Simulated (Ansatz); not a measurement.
# A thicker film of CdF2 (111) from two thinner ones

In a field along its normal an insulating film takes a dipole p. Written as a length, p/(ε₀AE), it should grow by 1 − 1/ε for each ångström added.

How it was computed: Ansatz 0.2.0, plane waves with PAW datasets (its set soft_2), PBE; fluorite films relaxed at a bulk in-plane lattice constant near the measured one, then held in weak fields of both signs with a dipole correction (A is the cell's area, E the outer field).

```tsv
run	distance between the outer atoms (Å)	p/(ε₀AE) (Å)
2 units	4.923	4.267
3 units	8.171	6.369
5 units	14.666	?
```

**Question.** What value belongs in the row marked “?”, and how far can the other rows tell?

Two rows fix a line: slope = (6.369 − 4.267) / (8.171 − 4.923) = 0.6472, intercept 1.0808. That slope means ε = 1/(1 − 0.6472) = 2.83. At 14.666 it gives 0.6472 × 14.666 + 1.0808 = 10.573 Å, beyond the rows fitted. Rounding of the rows alone allows about ±0.004 Å there; two rows can't show whether the line holds.

The run itself gives 10.577 Å: a miss of +0.004 Å, or 0.0 % of the value. The length is met to within 1 %, though ε is more sensitive than the length: the two thickest films give ε = 2.84.

Caveats: This is the electronic response alone. A unit is one step of the cut along the normal (a plane, a pair of planes or a cell), and the layers relax along it, away from their bulk spacing where the functional's lattice constant differs from the one held.

[Logs are printed without paths, hosts, clocks, repeated set-up lines and the standing remarks that a program may print on its own settings, such as how far it seeks lower states.]
